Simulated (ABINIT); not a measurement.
# Beyond one shot: AgCl (Fm-3m), part 2 of 3

Wanted: G0W0 and self-consistent gaps of AgCl (Fm-3m), with the cost of the cycles.

ABINIT 10.8.3; PBE and many-body steps on it, plane waves. Known limits of the many-body steps: not at the basis limit; d shell near the gap, gap tends to lie low; no spin-orbit coupling; coarse k mesh.

So far. Step 5 (evGW0, cycle 1): Against G0W0 in ABINIT (4×4×4 mesh, 124 bands, screening to 163.3 eV, Godby-Needs plasmon pole), the gap moves by +0.292 eV. This first cycle still uses the starting levels; it takes the full correction, at all points of the mesh, and its linearised value is 2.129 eV. Step 6 (evGW0, cycle 2): Against the cycle before, the gap moves by −0.080 eV.

## 7. evGW0, cycle 3

Level of this step: evGW0 on PBE, plane waves, norm-conserving pseudopotentials (ABINIT).

run.abi reads:

```
acell 3*1.0 Angstrom
rprim 
  0.000000000000 2.772662996800 2.772662996800
  2.772662996800 0.000000000000 2.772662996800
  2.772662996800 2.772662996800 0.000000000000
ntypat 2
znucl 47 17
natom 2
typat 1 2
xred 
  0.000000000000 0.000000000000 0.000000000000
  0.500000000000 0.500000000000 0.500000000000
pp_dirpath "pseudos"
pseudos "Ag.upf, Cl.upf"
ecut 37
ngkpt 4 4 4
nshiftk 1
shiftk 0 0 0
kptopt 1
chksymbreak 0
istwfk *1
occopt 1
irdwfk 1
optdriver 4
nband 124
gwcalctyp 10
ecutsigx 37
symsigma 1
nkptgw 8
kptgw 
  0.0000000000 0.0000000000 0.0000000000
  0.2500000000 0.0000000000 0.0000000000
  0.5000000000 0.0000000000 0.0000000000
  0.2500000000 0.2500000000 0.0000000000
  0.5000000000 0.2500000000 0.0000000000
  -0.2500000000 0.2500000000 0.0000000000
  0.5000000000 0.5000000000 0.0000000000
  -0.2500000000 0.5000000000 0.2500000000
bdgw 
  6 21
  6 21
  6 21
  6 21
  6 21
  6 21
  6 21
  6 21
ecuteps 6
irdscr 1
ppmodel 1
irdqps 1
indata_prefix "in"
outdata_prefix "out"
tmpdata_prefix "tmp"
```

On the command line:

```
$ OMP_NUM_THREADS=1 mpirun -n 8 abinit run.abi > log
```

The log of the run:

```text
.Version 10.8.3 of ABINIT. v10.8.2 released Aug 2026.

 Symmetries : space group Fm -3 m (#225); Bravais cF (face-center cubic)
[... echo of the input left out ...]
== DATASET  1 ==================================================================
-   mpi_nproc: 8, omp_nthreads: 1 (-1 if OMP is not activated)

--- !DatasetInfo
iteration_state: {dtset: 1, }
dimensions: {natom: 2, nkpt: 8, mband: 124, nsppol: 1, nspinor: 1, nspden: 1, mpw: 3119, }
cutoff_energies: {ecut:  37.0, pawecutdg:  -1.0, }
[...]
.  kptgw no:  3; Maximum DeltaE = (  -0.000  -0.000) for band index: 10
[...]
.  kptgw no:  7; Maximum DeltaE = (   0.001  -0.000) for band index: 16
.  kptgw no:  8; Maximum DeltaE = (   0.002   0.000) for band index: 16

== END DATASET(S) ==============================================================
================================================================================

 -outvars: echo values of variables after computation  --------
           etotal      0.0000000000E+00
            nband         124
             nkpt           8
          spgroup         225
 [... the other variables as echoed above ...]

 Calculation completed.
```

The job ended after 83 s (8 MPI ranks of Arm Neoverse V1, shared host; peak memory 2.9 GiB; 11 min of CPU time).

Numbers from this step:

* quasiparticle gap on the mesh: 2.343 eV
* gap of the density functional on the mesh: 0.9128 eV
* k of the valence top: 0.5, 0, 0
* k of the conduction bottom: 0, 0, 0
* least direct quasiparticle gap on the computed points: 4.896 eV

Against the cycle before, the gap moves by +0.002 eV.

## 8. Screening, 4×4×4 mesh, 124 bands, screening to 163.3 eV

This step: RPA screening on PBE, plane waves, norm-conserving pseudopotentials.

run.abi reads:

```
acell 3*1.0 Angstrom
rprim 
  0.000000000000 2.772662996800 2.772662996800
  2.772662996800 0.000000000000 2.772662996800
  2.772662996800 2.772662996800 0.000000000000
ntypat 2
znucl 47 17
natom 2
typat 1 2
xred 
  0.000000000000 0.000000000000 0.000000000000
  0.500000000000 0.500000000000 0.500000000000
pp_dirpath "pseudos"
pseudos "Ag.upf, Cl.upf"
ecut 37
ngkpt 4 4 4
nshiftk 1
shiftk 0 0 0
kptopt 1
chksymbreak 0
istwfk *1
occopt 1
irdwfk 1
optdriver 3
nband 124
ecuteps 6
inclvkb 2
awtr 1
symchi 1
gwcalctyp 10
mbpt_sciss 1.681 eV
nqptdm 1
qptdm 
  0 0 0
indata_prefix "in"
outdata_prefix "out"
tmpdata_prefix "tmp"
```

The log of the run:

```text
.Version 10.8.3 of ABINIT. v10.8.2 released Aug 2026.

 Symmetries : space group Fm -3 m (#225); Bravais cF (face-center cubic)
[... echo of the input left out ...]
== DATASET  1 ==================================================================
-   mpi_nproc: 8, omp_nthreads: 1 (-1 if OMP is not activated)

--- !DatasetInfo
iteration_state: {dtset: 1, }
dimensions: {natom: 2, nkpt: 8, mband: 124, nsppol: 1, nspinor: 1, nspden: 1, mpw: 3119, }
cutoff_energies: {ecut:  37.0, pawecutdg:  -1.0, }
electrons: {nelect:   2.60000000E+01, charge:   0.00000000E+00, occopt:   1.00000000E+00, tsmear:   1.00000000E-02, }

 SCREENING: Calculation of the susceptibility and dielectric matrices

 Based on a program developped by R.W. Godby, V. Olevano, G. Onida, and L. Reining.
 Incorporated in ABINIT by V. Olevano, G.-M. Rignanese, and M. Torrent.
.Using double precision arithmetic ; gwpc =  8

[... cell and pseudopotentials left out ...]
--------------------------------------------------------------------------------

 ==== K-mesh for the wavefunctions ====
 Number of points in the irreducible wedge :     8
[... list of points left out ...]
 Together with 48 symmetry operations and time-reversal symmetry
 yields    64 points in the full Brillouin Zone.

 ==== Q-mesh for the screening function ====
 Number of points in the irreducible wedge :     8
[... list of points left out ...]
 Together with 48 symmetry operations and time-reversal symmetry
 yields    64 points in the full Brillouin Zone.

 setmesh: FFT mesh size selected  =    30x   30x   30
          total number of points  =        27000

 vcoul_init : cutoff-mode = AUXILIARY_FUNCTION
 q-points for optical limit:   1
     1)      0.000010    0.000020    0.000030

 Dielectric matrix will be calculated only for some
 selected q points provided by the user through the input variables
 nqptdm and qptdm

- screening: taking advantage of time-reversal symmetry
- Maximum band index for partially occupied states nbvw = 13
- Remaining bands to be divided among processors   nbcw = 111
- Number of bands treated by each node ~13

 rdqps: reading QP wavefunctions of the previous step
        looking for file in_QPS
 file not found, 1st iteration initialized with KS eigenelements

 screening : performing a first self-consistency
 update of the energies in W by a scissor operator
 applying a scissor operator of [eV] :   1.681

 Number of electrons calculated from density =   26.0000; Expected =   26.0000
 average of density, n =  0.090376
 r_s =    1.3824
 omega_plasma =   28.9990 [eV]

 calculating chi0 at frequencies [eV] :
  1    0.000000E+00    0.000000E+00
  2    0.000000E+00    2.899902E+01

--------------------------------------------------------------------------------
  q-point number  1        q = ( 0.000000, 0.000000, 0.000000) [r.l.u.]
--------------------------------------------------------------------------------
[... chi0 elements left out ...]
 For q-point:  0.000010 0.000020 0.000030
  dielectric constant =   4.3768
  dielectric constant without local fields =   4.7468

  Average fulfillment of the sum rule on Im[epsilon] for q-point    1 :     73.90  [%]
[... wings left out ...]
== END DATASET(S) ==============================================================
================================================================================

 -outvars: echo values of variables after computation  --------
           etotal      0.0000000000E+00
            nband         124
             nkpt           8
          spgroup         225
 [... the other variables as echoed above ...]

 Calculation completed.
```

It took 4.9 s on 8 MPI ranks; peak memory 1 GiB; 38 s of CPU time.

Numbers from this step:

* ε∞ with local fields, on this mesh, along the program's q direction: 4.377
* the same without local fields: 4.747
* plasma frequency: 29.00 eV
* plane waves in the screening matrix: 181

This screening uses the functional's bands under a rigid shift, the mean opening of the cycle before.

## 9. Screening, 4×4×4 mesh, 124 bands, screening to 163.3 eV

This step: RPA screening on PBE from quasiparticle energies, plane waves, norm-conserving pseudopotentials.

run.abi, as its differences from that of step 8:

```diff
@@ -29,7 +29,13 @@
 symchi 1
+irdqps 1
 gwcalctyp 10
-mbpt_sciss 1.681 eV
-nqptdm 1
+nqptdm 7
 qptdm 
-  0 0 0
+  0.2500000000 0.0000000000 0.0000000000
+  0.5000000000 0.0000000000 0.0000000000
+  0.2500000000 0.2500000000 0.0000000000
+  0.5000000000 0.2500000000 0.0000000000
+  -0.2500000000 0.2500000000 0.0000000000
+  0.5000000000 0.5000000000 0.0000000000
+  -0.2500000000 0.5000000000 0.2500000000
 indata_prefix "in"
```

mrgscr.stdin reads:

```
2
merged
q0_SCR
out_SCR
1
```

On the command line:

```
$ OMP_NUM_THREADS=1 mpirun -n 8 abinit run.abi > log; mrgscr < mrgscr.stdin
```

The log of the run:

```text
.Version 10.8.3 of ABINIT. v10.8.2 released Aug 2026.

 Symmetries : space group Fm -3 m (#225); Bravais cF (face-center cubic)
[... echo of the input left out ...]
== DATASET  1 ==================================================================
-   mpi_nproc: 8, omp_nthreads: 1 (-1 if OMP is not activated)

--- !DatasetInfo
iteration_state: {dtset: 1, }
dimensions: {natom: 2, nkpt: 8, mband: 124, nsppol: 1, nspinor: 1, nspden: 1, mpw: 3119, }
cutoff_energies: {ecut:  37.0, pawecutdg:  -1.0, }
[...]
q-point number  1        q = ( 0.250000, 0.000000, 0.000000) [r.l.u.]
--------------------------------------------------------------------------------
[... chi0 elements left out ...]
  Average fulfillment of the sum rule on Im[epsilon] for q-point    2 :     87.77  [%]

--------------------------------------------------------------------------------
  q-point number  2        q = ( 0.500000, 0.000000, 0.000000) [r.l.u.]
--------------------------------------------------------------------------------
[... chi0 elements left out ...]
  Average fulfillment of the sum rule on Im[epsilon] for q-point    3 :     81.68  [%]

 [... 5 further q-points ...]
```

The job ended after 18 s (8 MPI ranks; peak memory 1.4 GiB).

Numbers from this step:

- plasma frequency: 29.00 eV
- plane waves in the screening matrix: 181

This screening reads the quasiparticle levels of the cycle before.

## 10. evGW, cycle 1

This step: evGW on PBE, plane waves, norm-conserving pseudopotentials.

run.abi, as its differences from that of step 9:

```diff
@@ -23,12 +23,10 @@
 irdwfk 1
-optdriver 3
+optdriver 4
 nband 124
-ecuteps 6
-inclvkb 2
-awtr 1
-symchi 1
-irdqps 1
 gwcalctyp 10
-nqptdm 7
-qptdm 
+ecutsigx 37
+symsigma 1
+nkptgw 8
+kptgw 
+  0.0000000000 0.0000000000 0.0000000000
   0.2500000000 0.0000000000 0.0000000000
@@ -40,2 +38,15 @@
   -0.2500000000 0.5000000000 0.2500000000
+bdgw 
+  6 21
+  6 21
+  6 21
+  6 21
+  6 21
+  6 21
+  6 21
+  6 21
+ecuteps 6
+irdscr 1
+ppmodel 1
+irdqps 1
 indata_prefix "in"
```

On the command line:

```
$ OMP_NUM_THREADS=1 mpirun -n 8 abinit run.abi > log
```

The log of the run:

```text
.Version 10.8.3 of ABINIT. v10.8.2 released Aug 2026.

 Symmetries : space group Fm -3 m (#225); Bravais cF (face-center cubic)
[... echo of the input left out ...]
== DATASET  1 ==================================================================
-   mpi_nproc: 8, omp_nthreads: 1 (-1 if OMP is not activated)

--- !DatasetInfo
iteration_state: {dtset: 1, }
dimensions: {natom: 2, nkpt: 8, mband: 124, nsppol: 1, nspinor: 1, nspden: 1, mpw: 3119, }
cutoff_energies: {ecut:  37.0, pawecutdg:  -1.0, }
[...]
.  kptgw no:  3; Maximum DeltaE = (   0.188  -0.001) for band index: 16
[...]
.  kptgw no:  7; Maximum DeltaE = (   0.283  -0.002) for band index:  5
.  kptgw no:  8; Maximum DeltaE = (   0.183  -0.000) for band index: 16

== END DATASET(S) ==============================================================
================================================================================

 -outvars: echo values of variables after computation  --------
           etotal      0.0000000000E+00
            nband         124
             nkpt           8
          spgroup         225
 [... the other variables as echoed above ...]

 Calculation completed.
```

Elapsed: 82 s, on 8 MPI ranks; peak memory 2.9 GiB.

Numbers from this step:

| Quantity | Value |
| --- | --- |
| quasiparticle gap on the mesh | 2.716 eV |
| gap of the density functional on the mesh | 0.9128 eV |
| k of the valence top | 0.5, 0, 0 |
| k of the conduction bottom | 0, 0, 0 |
| least direct quasiparticle gap on the computed points | 5.255 eV |

Against G0W0 in ABINIT (4×4×4 mesh, 124 bands, screening to 163.3 eV, Godby-Needs plasmon pole), the gap moves by +0.587 eV.

## 11. Screening, 4×4×4 mesh, 124 bands, screening to 163.3 eV

This step: RPA screening on PBE, plane waves, norm-conserving pseudopotentials.

run.abi reads:

```
acell 3*1.0 Angstrom
rprim 
  0.000000000000 2.772662996800 2.772662996800
  2.772662996800 0.000000000000 2.772662996800
  2.772662996800 2.772662996800 0.000000000000
ntypat 2
znucl 47 17
natom 2
typat 1 2
xred 
  0.000000000000 0.000000000000 0.000000000000
  0.500000000000 0.500000000000 0.500000000000
pp_dirpath "pseudos"
pseudos "Ag.upf, Cl.upf"
ecut 37
ngkpt 4 4 4
nshiftk 1
shiftk 0 0 0
kptopt 1
chksymbreak 0
istwfk *1
occopt 1
irdwfk 1
optdriver 3
nband 124
ecuteps 6
inclvkb 2
awtr 1
symchi 1
gwcalctyp 10
mbpt_sciss 2.098 eV
nqptdm 1
qptdm 
  0 0 0
indata_prefix "in"
outdata_prefix "out"
tmpdata_prefix "tmp"
```

The log of the run:

```text
.Version 10.8.3 of ABINIT. v10.8.2 released Aug 2026.

 Symmetries : space group Fm -3 m (#225); Bravais cF (face-center cubic)
[... echo of the input left out ...]
== DATASET  1 ==================================================================
-   mpi_nproc: 8, omp_nthreads: 1 (-1 if OMP is not activated)

--- !DatasetInfo
iteration_state: {dtset: 1, }
dimensions: {natom: 2, nkpt: 8, mband: 124, nsppol: 1, nspinor: 1, nspden: 1, mpw: 3119, }
cutoff_energies: {ecut:  37.0, pawecutdg:  -1.0, }
[...]
[... chi0 elements left out ...]
 For q-point:  0.000010 0.000020 0.000030
  dielectric constant =   4.2170
  dielectric constant without local fields =   4.5702

  Average fulfillment of the sum rule on Im[epsilon] for q-point    1 :     74.59  [%]
[... wings left out ...]
== END DATASET(S) ==============================================================
================================================================================

 -outvars: echo values of variables after computation  --------
           etotal      0.0000000000E+00
            nband         124
             nkpt           8
          spgroup         225
 [... the other variables as echoed above ...]

 Calculation completed.
```

Run time: 4.8 s. Hardware: 8 MPI ranks; peak memory 1 GiB; 38 s of CPU time.

This step gave:

```yaml
eps_infinity_with_local_fields_on_this_mesh_along_the_program_s_q_direction: 4.217
the_same_without_local_fields: 4.570
plasma_frequency: 29.00 eV
plane_waves_in_the_screening_matrix: 181
```

This screening uses the functional's bands under a rigid shift, the mean opening of the cycle before.

## 12. Screening, 4×4×4 mesh, 124 bands, screening to 163.3 eV

This step: RPA screening on PBE from quasiparticle energies, plane waves, norm-conserving pseudopotentials.

run.abi, as its differences from that of step 11:

```diff
@@ -29,7 +29,13 @@
 symchi 1
+irdqps 1
 gwcalctyp 10
-mbpt_sciss 2.098 eV
-nqptdm 1
+nqptdm 7
 qptdm 
-  0 0 0
+  0.2500000000 0.0000000000 0.0000000000
+  0.5000000000 0.0000000000 0.0000000000
+  0.2500000000 0.2500000000 0.0000000000
+  0.5000000000 0.2500000000 0.0000000000
+  -0.2500000000 0.2500000000 0.0000000000
+  0.5000000000 0.5000000000 0.0000000000
+  -0.2500000000 0.5000000000 0.2500000000
 indata_prefix "in"
```

mrgscr.stdin is that of step 9.

On the command line:

```
$ OMP_NUM_THREADS=1 mpirun -n 8 abinit run.abi > log; mrgscr < mrgscr.stdin
```

The log of the run:

```text
.Version 10.8.3 of ABINIT. v10.8.2 released Aug 2026.

 Symmetries : space group Fm -3 m (#225); Bravais cF (face-center cubic)
[... echo of the input left out ...]
== DATASET  1 ==================================================================
-   mpi_nproc: 8, omp_nthreads: 1 (-1 if OMP is not activated)

--- !DatasetInfo
iteration_state: {dtset: 1, }
dimensions: {natom: 2, nkpt: 8, mband: 124, nsppol: 1, nspinor: 1, nspden: 1, mpw: 3119, }
cutoff_energies: {ecut:  37.0, pawecutdg:  -1.0, }
[...]
q-point number  1        q = ( 0.250000, 0.000000, 0.000000) [r.l.u.]
--------------------------------------------------------------------------------
[... chi0 elements left out ...]
  Average fulfillment of the sum rule on Im[epsilon] for q-point    2 :     89.13  [%]

--------------------------------------------------------------------------------
  q-point number  2        q = ( 0.500000, 0.000000, 0.000000) [r.l.u.]
--------------------------------------------------------------------------------
[... chi0 elements left out ...]
  Average fulfillment of the sum rule on Im[epsilon] for q-point    3 :     82.60  [%]

 [... 5 further q-points ...]
```

The job ended after 17 s (8 MPI ranks; peak memory 1.4 GiB).

Numbers from this step:

* plasma frequency: 29.00 eV
* plane waves in the screening matrix: 181

This screening reads the quasiparticle levels of the cycle before.

## 13. evGW, cycle 2

This step: evGW on PBE, plane waves, norm-conserving pseudopotentials.

run.abi, as its differences from that of step 12:

```diff
@@ -23,12 +23,10 @@
 irdwfk 1
-optdriver 3
+optdriver 4
 nband 124
-ecuteps 6
-inclvkb 2
-awtr 1
-symchi 1
-irdqps 1
 gwcalctyp 10
-nqptdm 7
-qptdm 
+ecutsigx 37
+symsigma 1
+nkptgw 8
+kptgw 
+  0.0000000000 0.0000000000 0.0000000000
   0.2500000000 0.0000000000 0.0000000000
@@ -40,2 +38,15 @@
   -0.2500000000 0.5000000000 0.2500000000
+bdgw 
+  6 21
+  6 21
+  6 21
+  6 21
+  6 21
+  6 21
+  6 21
+  6 21
+ecuteps 6
+irdscr 1
+ppmodel 1
+irdqps 1
 indata_prefix "in"
```

On the command line:

```
$ OMP_NUM_THREADS=1 mpirun -n 8 abinit run.abi > log
```

The log of the run:

```text
.Version 10.8.3 of ABINIT. v10.8.2 released Aug 2026.

 Symmetries : space group Fm -3 m (#225); Bravais cF (face-center cubic)
[... echo of the input left out ...]
== DATASET  1 ==================================================================
-   mpi_nproc: 8, omp_nthreads: 1 (-1 if OMP is not activated)

--- !DatasetInfo
iteration_state: {dtset: 1, }
dimensions: {natom: 2, nkpt: 8, mband: 124, nsppol: 1, nspinor: 1, nspden: 1, mpw: 3119, }
cutoff_energies: {ecut:  37.0, pawecutdg:  -1.0, }
[...]
.  kptgw no:  3; Maximum DeltaE = (   0.034   0.000) for band index:  1
[...]
.  kptgw no:  7; Maximum DeltaE = (   0.032  -0.000) for band index:  1
.  kptgw no:  8; Maximum DeltaE = (  -0.033   0.018) for band index:  7

== END DATASET(S) ==============================================================
================================================================================

 -outvars: echo values of variables after computation  --------
           etotal      0.0000000000E+00
            nband         124
             nkpt           8
          spgroup         225
 [... the other variables as echoed above ...]

 Calculation completed.
```

Elapsed: 82 s, on 8 MPI ranks; peak memory 2.9 GiB; 11 min of CPU time.

This step gave:

* quasiparticle gap on the mesh: 2.783 eV
* gap of the density functional on the mesh: 0.9128 eV
* k of the valence top: 0.5, 0, 0
* k of the conduction bottom: 0, 0, 0
* least direct quasiparticle gap on the computed points: 5.33 eV

Against the cycle before, the gap moves by +0.067 eV.

## 14. Screening, 4×4×4 mesh, 124 bands, screening to 163.3 eV

This step: RPA screening on PBE, plane waves, norm-conserving pseudopotentials.

run.abi reads:

```
acell 3*1.0 Angstrom
rprim 
  0.000000000000 2.772662996800 2.772662996800
  2.772662996800 0.000000000000 2.772662996800
  2.772662996800 2.772662996800 0.000000000000
ntypat 2
znucl 47 17
natom 2
typat 1 2
xred 
  0.000000000000 0.000000000000 0.000000000000
  0.500000000000 0.500000000000 0.500000000000
pp_dirpath "pseudos"
pseudos "Ag.upf, Cl.upf"
ecut 37
ngkpt 4 4 4
nshiftk 1
shiftk 0 0 0
kptopt 1
chksymbreak 0
istwfk *1
occopt 1
irdwfk 1
optdriver 3
nband 124
ecuteps 6
inclvkb 2
awtr 1
symchi 1
gwcalctyp 10
mbpt_sciss 2.167 eV
nqptdm 1
qptdm 
  0 0 0
indata_prefix "in"
outdata_prefix "out"
tmpdata_prefix "tmp"
```

The log of the run:

```text
.Version 10.8.3 of ABINIT. v10.8.2 released Aug 2026.

 Symmetries : space group Fm -3 m (#225); Bravais cF (face-center cubic)
[... echo of the input left out ...]
== DATASET  1 ==================================================================
-   mpi_nproc: 8, omp_nthreads: 1 (-1 if OMP is not activated)

--- !DatasetInfo
iteration_state: {dtset: 1, }
dimensions: {natom: 2, nkpt: 8, mband: 124, nsppol: 1, nspinor: 1, nspden: 1, mpw: 3119, }
cutoff_energies: {ecut:  37.0, pawecutdg:  -1.0, }
[...]
[... chi0 elements left out ...]
 For q-point:  0.000010 0.000020 0.000030
  dielectric constant =   4.1922
  dielectric constant without local fields =   4.5428

  Average fulfillment of the sum rule on Im[epsilon] for q-point    1 :     74.70  [%]
[... wings left out ...]
== END DATASET(S) ==============================================================
================================================================================

 -outvars: echo values of variables after computation  --------
           etotal      0.0000000000E+00
            nband         124
             nkpt           8
          spgroup         225
 [... the other variables as echoed above ...]

 Calculation completed.
```

Elapsed: 4.8 s, on 8 MPI ranks; peak memory 1 GiB.

Numbers from this step:

| Quantity | Value |
| --- | --- |
| ε∞ with local fields, on this mesh, along the program's q direction | 4.192 |
| the same without local fields | 4.543 |
| plasma frequency | 29.00 eV |
| plane waves in the screening matrix | 181 |

This screening uses the functional's bands under a rigid shift, the mean opening of the cycle before.

(Continued in part 3 of 3.)

[Paths, hosts, dates, memory and timing lines, banners, echoed tables and standing remarks are left out of the program output.]

[Logs are printed without paths, hosts, clocks, repeated set-up lines and the standing remarks that a program may print on its own settings, such as how far it seeks lower states.]

[Runs of the session that timed out or met a known fault of the program may be left out.]

[Hosts, paths, dates, database ids (printed as entryN), source tags and the programs' standing remarks are cut or masked in the printed files.]

[G0W0 gaps are taken among the corrected bands and points alone; a level outside them can change the order at an edge.]

[Where Ansatz stands beside ABINIT at settings called matched, ABINIT's density can come from a denser mesh and the files from another edition; pairs whose starting gaps differed by over 0.03 eV were left out, so agreement reads better than it is.]
